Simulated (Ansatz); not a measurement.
# BaC2 (I4/mmm): following an unstable mode, part 2 of 3

Aim: this structure of BaC2 (I4/mmm) is to be tested for unstable modes, and one is followed downhill.

Ansatz 0.2.0; DFT PBEsol, scalar-relativistic, plane waves, PAW.

So far, highest frequency on the path or at a solved wavevector (cm⁻¹): step 2 (response at finite wavevector) 1856. Also lowest frequency on the path (cm⁻¹): step 2 -147.

## Step 3: The mode frozen in, largest atomic shift 0 Å

The mode followed lies at q = (0, 0, -0.5) with frequency 147.1i cm⁻¹, the softest among the wavevectors solved. At small amplitude the distorted cell has space group no. 64 by a symmetry search on the positions. The undistorted cell that holds it gives the zero of energy on the same k mesh.

System of this step: BaC2. It takes space group I4/mmm (No. 139, tetragonal). Conventional cell: a = 4.314 Å, b = 4.314 Å, c = 7.170 Å, α = 90.00°, β = 90.00°, γ = 90.00°. Nearest to Ba lie 10 C at 2.95 to 3.11 Å. Nearest to C lie 1 C at 1.26 Å and 5 Ba at 2.95 to 3.11 Å. Farther neighbours are not listed.

The input, input.yaml:

```yaml
crystal:
  lattice:
    - [-2.156814665, 2.156814665, 3.5849101588]
    - [2.156814665, -2.156814665, 3.5849101588]
    - [4.31362933, 4.31362933, 0.0]
  atoms:
    - { symbol: Ba, position: [0.0, 0.0, 0.0] }
    - { symbol: Ba, position: [0.5, 0.5, 0.5] }
    - { symbol: C, position: [0.0879851561, 0.0879851561, 0.5] }
    - { symbol: C, position: [0.5879851561, 0.5879851561, 0.0] }
    - { symbol: C, position: [0.4120148439, 0.4120148439, 0.0] }
    - { symbol: C, position: [0.9120148439, 0.9120148439, 0.5] }
kpoints:
  mp_grid: { grid: [6, 6, 4] }
hamiltonian:
  xc: pbesol
scf:
  occupations: { method: gaussian, width: 0.02 }
output:
  forces: true
  stress: true
  eigenvalues: true
```

On the command line:

```bash
$ ansatz run input.yaml --threads 4 --pin off --max-ram 7168MiB --backend cpu --events-out ev --progress --plain --runs-dir out
```

Numbers of over 12 decimals in the logs are rounded to 6 here.

What it wrote:

```text
[...]
Crystal: 6 atoms, lattice volume = 133.412 Å³
Basis set: ecut = 420 eV, 2601 PW (Γ), exchange–correlation on 64×64×90 points (8 copies of the dense FFT grid, shifted against one another)
Bands: 24, of which v1, the nominal top of the filled ones, is band 18 counted from 1 (17 counted from 0)
Symmetry: 16 space group operations
[...]
k-points: 39 of 144
[...]
k-point 0: bands = [... 14 lower, 4.1396, 4.1396, 4.1555, 4.2655, 6.4065, 8.2061, 8.2061, 8.8141, ... 1 higher]
  k-point 1: bands = [... 14 lower, 3.8747, 4.1028, 4.1221, 4.1492, 6.5924, 7.8130, 8.7431, 9.3338, ... 1 higher]
  k-point 2: bands = [... 14 lower, 3.9129, 3.9129, 4.0790, 4.0790, 7.1145, 7.1145, 10.1144, 10.1144, ... 1 higher]
  k-point 38: bands = [... 14 lower, 3.8447, 3.8447, 4.6145, 4.6145, 8.6230, 8.6230, 9.7174, 9.7174, ... 1 higher]
[key lines of the parts left out:]
SCF converged after 6 iterations
Free energy (F): -12711.015838 eV
Fermi energy:    5.720817 eV
P = ⅓ Tr σ = -0.0020 GPa (-0.020 kbar)
```

Wall time 2 s (4 threads of Arm Neoverse V2, shared host); peak memory 0.45 GiB; 7.5 s of CPU time.

Numbers from this step:

| Property | Result |
| --- | --- |
| pressure | -0.001966 GPa |
| energy from the undistorted cell | 0 meV/atom |

At this level the gap is 1.37 eV on the k-mesh of the self-consistent run, which can miss the band edges.

## Step 4: The mode frozen in, largest atomic shift 0.08 Å

The atoms are moved along the unstable eigenvector, the largest shift by 0.08 Å, with the cell fixed.

input.yaml, the sections that differ from step 3:

```yaml
crystal:
  lattice:
    - [-2.156814665, 2.156814665, 3.5849101588]
    - [2.156814665, -2.156814665, 3.5849101588]
    - [4.31362933, 4.31362933, 0.0]
  atoms:
    - { symbol: Ba, position: [0.0, 0.0, 0.0] }
    - { symbol: Ba, position: [0.5, 0.5, 0.5] }
    - { symbol: C, position: [0.0879851561, 0.0879851561, 0.486886091] }
    - { symbol: C, position: [0.5879851561, 0.5879851561, 0.013113909] }
    - { symbol: C, position: [0.4120148439, 0.4120148439, -0.013113909] }
    - { symbol: C, position: [0.9120148439, 0.9120148439, 0.513113909] }
# kpoints, hamiltonian, scf, output: as in step 3
```

What it wrote:

```text
[...]
Crystal: 6 atoms, lattice volume = 133.412 Å³
Basis set: ecut = 420 eV, 2601 PW (Γ), exchange–correlation on 64×64×90 points (8 copies of the dense FFT grid, shifted against one another)
Bands: 24, of which v1, the nominal top of the filled ones, is band 18 counted from 1 (17 counted from 0)
Symmetry: 8 space group operations
[...]
k-points: 39 of 144
[...]
k-point 0: bands = [... 14 lower, 4.1691, 4.1743, 4.1814, 4.2610, 6.3847, 8.1915, 8.1954, 8.8079, ... 1 higher]
  k-point 1: bands = [... 14 lower, 3.9011, 4.1303, 4.1476, 4.1520, 6.5736, 7.7991, 8.7209, 9.3285, ... 1 higher]
  k-point 2: bands = [... 14 lower, 3.9261, 3.9261, 4.1044, 4.1044, 7.0996, 7.0996, 10.0261, 10.0261, ... 1 higher]
  k-point 38: bands = [... 14 lower, 3.8678, 3.8678, 4.6085, 4.6085, 8.6349, 8.6349, 9.6721, 9.6721, ... 1 higher]
[key lines of the parts left out:]
SCF converged after 6 iterations
Free energy (F): -12711.019111 eV
Fermi energy:    5.704791 eV
P = ⅓ Tr σ = -0.7214 GPa (-7.214 kbar)
```

Elapsed: 2 s, on 4 threads; peak memory 0.46 GiB; 7.3 s of CPU time.

Numbers from this step:

* pressure: -0.7214 GPa
* gap on the k-mesh: 1.360 eV
* energy from the undistorted cell: -0.546 meV/atom

The energy, extrapolated to zero smearing, is -0.55 meV/atom against the undistorted cell.

The run ends at a pressure of -0.72 GPa, with forces up to 0.72 eV/Å.

## Step 5: Energy along the mode, all amplitudes (two of the runs are shown above)

An imaginary frequency means negative curvature, so the energy should fall and then rise again as anharmonic terms take over.

Numbers from this step:

```yaml
depth_at_the_lowest_point_sampled: 0.546 meV/atom
largest_atomic_shift_at_that_point: 0.08 Å
```

The energy from the parent by largest atomic shift:

```
largest atomic shift (Å)  energy from the parent (meV/atom)
                  0.0000                                  0
                  0.0400                             -0.413
                  0.0800                             -0.546
                  0.1400                               6.86
```

Displacement at unit largest shift by atom:

```
atom   x (Å)   y (Å)  z (Å)   size
 Ba1   0.000   0.000  0.000  0.000
 Ba2   0.000   0.000  0.000  0.000
  C3  -0.707  -0.707  0.000  1.000
  C4   0.707   0.707  0.000  1.000
  C5  -0.707  -0.707  0.000  1.000
  C6   0.707   0.707  0.000  1.000
```

The lowest of the steps tried is at 0.08 Å, 0.546 meV/atom below the parent; the bottom of the well need not coincide with a step.

## Step 6: Relaxing from the distorted cell

Starting from the lowest point found, all atoms and the cell are let go, so that strain and other modes of the same symmetry can join in.

input.yaml: that of step 4 with these lines changed.

```diff
@@ -17,3 +17,3 @@
 scf:
-  occupations: { method: gaussian, width: 0.02 }
+  occupations: { method: fixed }
 output:
@@ -22 +22,6 @@
   eigenvalues: true
+relax:
+  adjacent_minimum: "off"
+  f_tol: 0.002
+  max_steps: 120
+  cell: { stress_tol: 0.03 }
```

What it wrote:

```text
[...]
Crystal: 6 atoms, lattice volume = 133.412 Å³
Basis set: ecut = 420 eV, 2601 PW (Γ), exchange–correlation on 64×64×90 points (8 copies of the dense FFT grid, shifted against one another)
Bands: 24, of which v1, the nominal top of the filled ones, is band 18 counted from 1 (17 counted from 0)
Symmetry: 8 space group operations
[...]
k-points: 39 of 144
[...]
SCF iter   1: F=—  HF=-12711.024371 eV  |F-HF|=—  |Δ(HF+E_count)|=         —  Δρ=4.28e-3  dr2=3.12e-2  ethr=1.77e-3  ⟨swp⟩=4.9  Hψ=4299  notcnv=0  defer=146
[...]
SCF iter   6: F=-12711.019111 eV  HF=-12711.019111 eV  |F-HF|=2.46e-8  |Δ(HF+E_count)|=   3.98e-7  Δρ=2.85e-6  dr2=1.16e-8  ethr=2.78e-10  ⟨swp⟩=13.6  Hψ=7151  notcnv=0
SCF 1 converged in 6 iterations: F = -12711.019111 eV  dr2 = 1.16e-8
[...]
relax step   1: F+E_penalty+E_count = -12711.01911087 eV  Δ(F+E_penalty+E_count) = +0.000e0 eV  max|allowed force component| = 7.226e-1 eV/Å  Δτ_max = 0.0000 Å  P = -0.721 GPa  Ω = 133.412 Å³  (6 SCF iters, dr2 threshold 1.00e-7 eV, accepted)
Crystal: 6 atoms, lattice volume = 133.585 Å³
Basis set: ecut = 420 eV, 2597 PW (Γ), exchange–correlation on 64×64×90 points (8 copies of the dense FFT grid, shifted against one another)
[...]
iter 1 solved again at ethr=1.59e-4 eV; its pass at ethr=3.10e-3 eV (dr2=5.74e-2 eV) is discarded
[...]
SCF iter   6: F=-12711.037855 eV  HF=-12711.037855 eV  |F-HF|=2.99e-8  |Δ(HF+E_count)|=   1.38e-8  Δρ=5.80e-6  dr2=3.55e-8  ethr=1.67e-9  ⟨swp⟩=6.4  Hψ=4011  notcnv=0
SCF 2 converged in 6 iterations: F = -12711.037855 eV  dr2 = 3.55e-8
relax step   2: F+E_penalty+E_count = -12711.03785479 eV  Δ(F+E_penalty+E_count) = -1.874e-2 eV  max|allowed force component| = 4.973e-1 eV/Å  Δτ_max = 0.0568 Å  P = -0.614 GPa  Ω = 133.585 Å³  energy of the carried Pulay correction = -1.681e-4 eV  (6 SCF iters, dr2 threshold 6.00e-7 eV, accepted)
Crystal: 6 atoms, lattice volume = 132.712 Å³
Basis set: ecut = 420 eV, 2581 PW (Γ), exchange–correlation on 64×64×90 points (8 copies of the dense FFT grid, shifted against one another)
[...]
SCF iter   5: F=-12711.040875 eV  HF=-12711.040875 eV  |F-HF|=1.38e-7  |Δ(HF+E_count)|=   4.13e-6  Δρ=1.61e-5  dr2=2.84e-7  ethr=1.67e-9  ⟨swp⟩=11.7  Hψ=6871  notcnv=0
SCF 3 converged in 5 iterations: F = -12711.040875 eV  dr2 = 2.84e-7
[...]
relax step   3: F+E_penalty+E_count = -12711.04087519 eV  Δ(F+E_penalty+E_count) = -3.020e-3 eV  max|allowed force component| = 6.928e-1 eV/Å  Δτ_max = 0.0207 Å  P = +0.814 GPa  Ω = 132.712 Å³  energy of the carried Pulay correction = +6.792e-4 eV  (5 SCF iters, dr2 threshold 6.00e-7 eV, accepted)
[... from here on, the SCF cycles and remarks between the steps are left out ...]
relax step   4: F+E_penalty+E_count = -12711.02407015 eV  Δ(F+E_penalty+E_count) = +1.681e-2 eV  max|allowed force component| = 1.362e0 eV/Å  Δτ_max = 0.1027 Å  P = -0.912 GPa  Ω = 131.836 Å³  energy of the carried Pulay correction = +1.535e-3 eV  (6 SCF iters, dr2 threshold 6.00e-7 eV, rejected (line search))
relax step   5: F+E_penalty+E_count = -12711.05767309 eV  Δ(F+E_penalty+E_count) = -1.680e-2 eV  max|allowed force component| = 1.926e-2 eV/Å  Δτ_max = 0.0513 Å  P = +0.012 GPa  Ω = 133.131 Å³  energy of the carried Pulay correction = +2.724e-4 eV  (8 SCF iters, accepted)
relax step   6: F+E_penalty+E_count = -12711.05794584 eV  Δ(F+E_penalty+E_count) = -2.728e-4 eV  max|allowed force component| = 2.076e-2 eV/Å  Δτ_max = 0.0018 Å  P = +0.010 GPa  Ω = 133.110 Å³  energy of the carried Pulay correction = +2.928e-4 eV  (4 SCF iters, dr2 threshold 2.32e-8 eV, accepted)
relax step   7: F+E_penalty+E_count = -12711.06052620 eV  Δ(F+E_penalty+E_count) = -2.580e-3 eV  max|allowed force component| = 2.619e-3 eV/Å  Δτ_max = 0.0364 Å  P = -0.027 GPa  Ω = 133.364 Å³  energy of the carried Pulay correction = +4.579e-5 eV  (6 SCF iters, dr2 threshold 2.69e-8 eV, accepted)
relax step   8: F+E_penalty+E_count = -12711.06070522 eV  Δ(F+E_penalty+E_count) = -1.790e-4 eV  max|allowed force component| = 3.344e-2 eV/Å  Δτ_max = 0.0067 Å  P = -0.012 GPa  Ω = 133.249 Å³  energy of the carried Pulay correction = +1.576e-4 eV  (6 SCF iters, dr2 threshold 8.33e-9 eV, accepted)
relax step   9: F+E_penalty+E_count = -12711.06067150 eV  Δ(F+E_penalty+E_count) = +3.372e-5 eV  max|allowed force component| = 1.658e-4 eV/Å  Δτ_max = 0.0003 Å  P = +0.001 GPa  Ω = 133.306 Å³  energy of the carried Pulay correction = +1.023e-4 eV  (3 SCF iters, dr2 threshold 6.99e-8 eV, accepted)
relax step  10: F+E_penalty+E_count = -12711.06159651 eV  Δ(F+E_penalty+E_count) = -9.250e-4 eV  max|allowed force component| = 6.107e-4 eV/Å  Δτ_max = 0.0000 Å  P = +0.008 GPa  Ω = 133.306 Å³  stress off target by 6.35e-2 GPa  SCF on the basis re-selected at this cell (its energy is not comparable with the rows above)  (6 SCF iters)
relax step  11: F+E_penalty+E_count = -12711.06162328 eV  Δ(F+E_penalty+E_count) = -2.677e-5 eV  max|allowed force component| = 2.526e-3 eV/Å  Δτ_max = 0.0030 Å  P = +0.004 GPa  Ω = 133.339 Å³  energy of the carried Pulay correction = -3.210e-5 eV  (5 SCF iters, dr2 threshold 1.01e-8 eV, accepted)
relax step  12: F+E_penalty+E_count = -12711.06162125 eV  Δ(F+E_penalty+E_count) = +2.030e-6 eV  max|allowed force component| = 4.250e-4 eV/Å  Δτ_max = 0.0023 Å  P = +0.003 GPa  Ω = 133.361 Å³  energy of the carried Pulay correction = -5.519e-5 eV  (6 SCF iters, dr2 threshold 3.99e-10 eV, accepted)
[...]
SCF iter   1: F=—  HF=-12711.061687 eV  |F-HF|=—  |Δ(HF+E_count)|=         —  Δρ=7.56e-6  dr2=9.42e-9  ethr=4.00e-7  ⟨swp⟩=2.9  Hψ=6523  notcnv=0  defer=156
eigensolver tolerance schedule: the retry pair's looser diagonalisation over-reported the residual by 15295.89 of it (diagonalisation noise at an unbounded share of the residual, at the tolerance the schedule requests for it); recorded, not acted on — ethr = c·dr2/N_el stays at c = 1.0e-1
[...]
SCF iter   2: F=—  HF=-12711.061690 eV  |F-HF|=—  |Δ(HF+E_count)|=   3.17e-6  Δρ=3.84e-6  dr2=2.41e-9  ethr=2.62e-11  ⟨swp⟩=3.5  Hψ=2316  notcnv=0  defer=143
[...]
SCF iter   4: F=-12711.061690 eV  HF=-12711.061690 eV  |F-HF|=7.28e-12  |Δ(HF+E_count)|=   3.70e-9  Δρ=1.00e-7  dr2=1.73e-11  ethr=1.00e-12  ⟨swp⟩=13.1  Hψ=8211  notcnv=0
SCF 13 converged in 4 iterations: F = -12711.061690 eV  dr2 = 1.73e-11
relax step  13: F+E_penalty+E_count = -12711.06168974 eV  Δ(F+E_penalty+E_count) = -6.849e-5 eV  max|allowed force component| = 4.425e-4 eV/Å  Δτ_max = 0.0000 Å  P = +0.004 GPa  Ω = 133.361 Å³  stress off target by 8.23e-3 GPa  SCF on the basis re-selected at this cell (its energy is not comparable with the rows above)  (4 SCF iters)
[...]
SCF converged after 4 iterations
Free energy (F): -12711.061690 eV
[...]
Internal energy: -12711.061690 eV  (E = F + TS)
E sigma→0 (E₀):  -12711.061690 eV
Fermi energy:    4.998839 eV
[...]
--- Forces (eV/Å), atoms counted from 1 ---
  atom   1  Ba     0.00000000    -0.00000000    -0.00000000
  atom   2  Ba     0.00000000    -0.00000000     0.00000000
  atom   3  C     -0.00039462    -0.00039462     0.00044250
  atom   4  C      0.00039462     0.00039462     0.00044250
  atom   5  C     -0.00039462    -0.00039462    -0.00044250
  atom   6  C      0.00039462     0.00039462    -0.00044250
  max |Σ_I F_I| component: 2.78e-17 eV/Å
--- Stress (GPa, compression-positive) ---
        0.003273       0.004959       0.000000
        0.004959       0.003273      -0.000000
        0.000000      -0.000000       0.004679
  P = ⅓ Tr σ = 0.0037 GPa (0.037 kbar)
--- Band table (eV; the first three rows and the last of 39) ---
  k-point 0: bands = [... 14 lower, 4.0843, 4.1299, 4.1512, 4.1563, 6.4415, 8.1862, 8.5244, 8.6179, ... 2 higher]
  k-point 1: bands = [... 14 lower, 3.9586, 4.1045, 4.1112, 4.1310, 6.6419, 7.8270, 8.9157, 9.2777, ... 2 higher]
  k-point 2: bands = [... 14 lower, 4.0118, 4.0118, 4.0769, 4.0769, 7.1657, 7.1657, 9.7045, 9.7045, ... 2 higher]
  k-point 38: bands = [... 14 lower, 3.8762, 3.8762, 4.5432, 4.5432, 8.9133, 8.9133, 9.1868, 9.1868, ... 2 higher]
--- Relaxed structure (11 steps of the walk, 10 accepted, 2 SCFs on fresh bases) ---
  F+E_penalty+E_count = -12711.06168974 eV   max|allowed force component| = 4.425e-4 eV/Å   (the final SCF, on the basis selected at the relaxed cell)
  cell:  # Å, volume = 133.3611 Å³
    - [-2.141640, 2.141640, 3.505160]
    - [2.141640, -2.141640, 3.505160]
    - [4.441350, 4.441350, 0]
  atoms:
    - { symbol: Ba, position: [0, 0, 0] }
    - { symbol: Ba, position: [0.5, 0.5, 0.5] }
    - { symbol: C, position: [0.081998, 0.081998, 0.458560] }
    - { symbol: C, position: [0.581998, 0.581998, 0.041440] }
    - { symbol: C, position: [0.418002, 0.418002, -0.041440] }
    - { symbol: C, position: [0.918002, 0.918002, 0.541440] }
```

Run time: 26 s. Hardware: 4 threads; peak memory 0.48 GiB; 98 s of CPU time.

Step by step:

```
step  energy less that of the first step (eV)  largest force component (eV/Å)  pressure (GPa)  volume (Å³)
   1                                   0.0000                          0.7226           -0.72       133.41
   2                                  -0.0187                          0.4973           -0.61       133.59
   3                                  -0.0218                          0.6928            0.81       132.71
   4                                  -0.0050                          1.3619           -0.91       131.84
   5                                  -0.0386                          0.0193            0.01       133.13
   6                                  -0.0388                          0.0208            0.01       133.11
   7                                  -0.0414                          0.0026           -0.03       133.36
   8                                  -0.0416                          0.0334           -0.01       133.25
   9                                  -0.0416                          0.0002            0.00       133.31
 10*                                  -0.0425                          0.0006            0.01       133.31
  11                                  -0.0425                          0.0025            0.00       133.34
  12                                  -0.0425                          0.0004            0.00       133.36
 13*                                  -0.0426                          0.0004            0.00       133.36
```

Relaxation steps marked * repeat the geometry before them on a plane-wave basis chosen anew for their cell, so energy and pressure can jump there. Relaxation step 4 was tried and not accepted.

The run keeps the 8 symmetry operations that it works with, so distortions that break them were not tested.

```
conventional cell, symmetrised  before  after  change
                         a (Å)   6.100  6.057  -0.7 %
                         b (Å)   7.170  7.010  -2.2 %
                         c (Å)   6.100  6.281  +3.0 %
              volume (Å³/atom)   22.24  22.23  -0.0 %
```

The atoms that moved most (Å, as changes of fractional coordinates times the final cell):

```
atom      dx      dy      dz  length
  C3  -0.126  -0.126  -0.042   0.183
  C6   0.126   0.126   0.042   0.183
  C5  -0.126  -0.126   0.042   0.183
  C4   0.126   0.126  -0.042   0.183
```

This step gave:

| Item | Value |
| --- | --- |
| pressure | 0.003742 GPa |
| gap on the k-mesh | 1.443 eV |
| volume per atom | 22.23 Å³ |

The distorted start has space group Cmce; the relaxation ends in Cmce.

## Step 7: The new phase in its own primitive cell

The relaxed structure is symmetrised, reduced to its primitive cell and relaxed tightly, as its phonons need.

input.yaml, the sections that differ from step 6:

```yaml
crystal:
  lattice:
    - [3.0287358352, -3.5051601118, 0.0]
    - [3.0287358352, 3.5051601118, 0.0]
    - [0.0, 0.0, 6.2810171959]
  atoms:
    - { symbol: Ba, position: [0.0, 0.0, 0.0] }
    - { symbol: Ba, position: [0.5, 0.5, 0.5] }
    - { symbol: C, position: [0.91800188, 0.08199812, 0.4585603361] }
    - { symbol: C, position: [0.41800188, 0.58199812, 0.0414396639] }
    - { symbol: C, position: [0.58199812, 0.41800188, 0.9585603361] }
    - { symbol: C, position: [0.08199812, 0.91800188, 0.5414396639] }
relax:
  adjacent_minimum: "off"
  f_tol: 0.001
  max_steps: 60
  cell: { stress_tol: 0.01 }
# kpoints, hamiltonian, scf, output: as in step 6
```

What it wrote:

```text
[...]
Crystal: 6 atoms, lattice volume = 133.361 Å³
Basis set: ecut = 420 eV, 2605 PW (Γ), exchange–correlation on 64×64×90 points (8 copies of the dense FFT grid, shifted against one another)
Bands: 24, of which v1, the nominal top of the filled ones, is band 18 counted from 1 (17 counted from 0)
Symmetry: 8 space group operations
[...]
k-points: 39 of 144
[...]
cell:  # Å, volume = 133.3611 Å³
    - [3.0287358352, -3.5051601118, 0.0]
    - [3.0287358352, 3.5051601118, 0.0]
    - [0.0, 0.0, 6.2810171959]
  atoms:
    - { symbol: Ba, position: [0.0, 0.0, 0.0] }
    - { symbol: Ba, position: [0.5, 0.5, 0.5] }
    - { symbol: C, position: [0.918002, 0.081998, 0.458560] }
    - { symbol: C, position: [0.418002, 0.58199812, 0.0414396639] }
    - { symbol: C, position: [0.58199812, 0.418002, 0.958560] }
    - { symbol: C, position: [0.081998, 0.918002, 0.541440] }
[key lines of the parts left out:]
SCF converged after 5 iterations
Free energy (F): -12711.061690 eV
Fermi energy:    4.998842 eV
P = ⅓ Tr σ = 0.0038 GPa (0.038 kbar)
```

The job ended after 4.3 s (4 threads; peak memory 0.48 GiB; 16 s of CPU time).

Little changed from the start: no atom moved by 0.005 Å and no cell edge by 0.1 %.

This step gave:

| Property | Result |
| --- | --- |
| pressure | 0.003754 GPa |
| direct gap on mesh | 2.285 eV |

The largest force component left is 0.56 meV/Å and the pressure is 0.004 GPa, within the tolerances set. The cell now holds 22.23 Å³/atom.

(Part 2 of 3 ends here.)

[Logs are printed without paths, hosts, clocks, repeated set-up lines and the standing remarks that a program may print on its own settings, such as how far it seeks lower states.]

[Hosts, paths, dates, database ids (printed as entryN), source tags and the programs' standing remarks are cut or masked in the printed files.]
